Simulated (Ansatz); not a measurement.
# Au-Ir-Ir-Au stack of (111) layers: electron–phonon coupling and resistivity

Wanted: the electron–phonon coupling λ, α²F(ω) and the phonon-limited resistivity of Au-Ir-Ir-Au stack of (111) layers, on meshes from cheap to dear.

Main program and level: Ansatz 0.2.0; DFT PBE, scalar-relativistic, plane waves, PAW; PAW set soft_1.

## Step 1: The starting structure

The cell holds 4 atoms: 2 Au and 2 Ir. Its edges and angles: a = 2.715 Å, b = 2.715 Å, c = 17.651 Å, α = 90.0°, β = 90.0°, γ = 120.0°. Vacuum lies along c.

## Step 2: Rough relaxation

The start is far from rest, so a relaxation with loose thresholds does the first part.

input.yaml reads:

```yaml
crystal:
  lattice:
    - [2.71529, 0.0, 0.0]
    - [-1.35765, 2.35151, 0.0]
    - [0.0, 0.0, 17.65108]
  atoms:
    - { symbol: Au, position: [0.0, 0.0, 0.31159575] }
    - { symbol: Ir, position: [0.33333333, 0.66666667, 0.43719858] }
    - { symbol: Ir, position: [0.66666667, 0.33333333, 0.56280142] }
    - { symbol: Au, position: [0.0, 0.0, 0.68840425] }
  periodic: [true, true, false]
kpoints:
  mp_grid: { grid: [9, 9, 1] }
hamiltonian:
  xc: pbe
  pseudopotentials: { kind: paw, azcp: { folder: soft_1 } }
scf:
  occupations: { method: gaussian, width: 0.1 }
output:
  forces: true
  stress: true
  eigenvalues: true
relax:
  adjacent_minimum: "off"
  f_tol: 0.05
  max_steps: 80
  cell: { stress_2d_tol: 0.02 }
```

The run is started by

```
ansatz run input.yaml --threads 4 --pin off --max-ram 12288MiB --backend cpu --events-out ev --progress --plain --runs-dir out
```

Planned after this: relaxation; tight relaxation; phonons by linear response: q 2×2×1, k 6×6×1; electron–phonon run: q 2×2×1, k 6×6×1, scattering 12×12×1; resistivity: q 3×3×1, k 9×9×1, scattering 18×18×1; resistivity: scattering mesh 24×24×1; electron–phonon run: q 3×3×1, k 12×12×1, scattering 18×18×1; all levels side by side. Settings of the main run: cutoff 420 eV, 12×12×1 k-mesh, Methfessel-Paxton occupations, smearing width 0.2 eV, 18×18×1 scattering mesh, 3×3×1 q-mesh, PAW set soft 1.

In doubt: the program doubts the meshes or the phonons of the coupling sums (in some of the runs), which bears on λ, Tc and transport values.

Q: Predict the sheet resistance at 300 K and change between its two finest scattering meshes.

Above the Debye range the phonon population grows as T, and so does the scattering: the resistivity is close to linear in T. On the last rung that gave a resistivity at the base settings (q 3×3×1, k 12×12×1, scattering 18×18×1), Au-Ir-Ir-Au stack of (111) layers has λ = 0.41 and a phonon-limited sheet resistance of 103 Ω per square at 300 K. The coupling is moderate (λ = 0.41), so phonons raise the electrons' mass at the Fermi surface by about 41 %, if this value holds on finer meshes.

```
run                                             : PBE, q 3×3×1, k 12×12×1, scattering 18×18×1
coupling constant λ                             : 0.405
log mean phonon energy ħω_log                   : 12.9 meV
sheet resistance at 300 K                       : 103 Ω per square
change between its two finest scattering meshes : λ 124 %, resistivity at 300 K 15 %
```

By the run's own test λ moves by 124 % between the two scattering meshes. Values of ρ(T) under 50 K rest on the softest modes, mostly interpolated ones, and are the least sure of the table. The high-temperature form ρ = 2π k_B T λ_tr/(ħ ε₀ ω_p²) gives 42.5 μΩ cm along x at 300 K, against 38.1 from the Boltzmann equation; with λ this far from converged in the mesh, the gap between them says little. By their share in the modes' patterns, Ir atoms take 63 % of λ. The three lowest branches give 25 % of λ. By the run's own test, which takes the component that moves most, the resistivity at 300 K moves by 15 % between its two finest scattering meshes, so it is not converged. In the run quoted no mode is imaginary at the wavevectors of the 3×3×1 mesh; wavevectors off that mesh are interpolated. Only scattering by harmonic phonons counts; impurities, grain boundaries and thermal expansion are left out. The resistivity belongs to the whole cell, vacuum included; the sheet resistance is the quantity that does not depend on the vacuum. Spin–orbit coupling, left out here, matters for Au and Ir. The c of the given cell is the typed one; the program laid its own vacuum and ran the layer in a cell 37.1 Å high. The structure was built by hand as an ordered model, and its stability against other phases was not tested.

[Logs are printed without paths, hosts, clocks, repeated set-up lines and the standing remarks that a program may print on its own settings, such as how far it seeks lower states.]

[Hosts, paths, dates, database ids (printed as entryN), source tags and the programs' standing remarks are cut or masked in the printed files.]
